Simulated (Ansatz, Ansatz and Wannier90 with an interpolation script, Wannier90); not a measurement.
Rows from a G0W0 calculation on BaTiO3 (P4mm) (Ansatz 0.2.0; G0W0 on LDA, plane waves, PAW; 4×4×4 mesh, 268 empty bands, screening to 150 eV), in eV. Spin-orbit coupling is left out.

The database entry behind the starting cell differs from later determinations by our own check (c/a about 0.6 % short), so it need not match the best structure at ambient conditions.

```tsv
row	Σx	Σc	Vxc	Z
A	-13.08	-6.32	-20.73	0.73
B	-14.65	-7.99	-23.94	0.66
C	-25.77	4.64	-20.90	0.71
D	-12.55	-6.66	-20.57	0.73
E	-25.59	4.10	-21.27	0.72
F	-14.72	-7.89	-23.93	0.67
```

Which rows are filled states and which are empty ones, and how can one tell?

Filled: C and E. Empty: A, B, D and F. The sign of Σc tells: for a filled state bare exchange, which holds its interaction with itself, lies below Vxc (Σx − Vxc is -4.3 eV or lower here) and screening gives part back as a positive Σc. For an empty state Σx lies above Vxc (+7.7 eV or more) and the Coulomb hole leaves Σc negative.

[Paths, hosts, dates, memory and timing lines, banners, echoed tables and standing remarks are left out of the program output.]

[Logs are printed without paths, hosts, clocks, repeated set-up lines and the standing remarks that a program may print on its own settings, such as how far it seeks lower states.]

[Runs of the session that timed out or met a known fault of the program may be left out.]

[Hosts, paths, dates, database ids (printed as entryN), source tags and the programs' standing remarks are cut or masked in the printed files.]
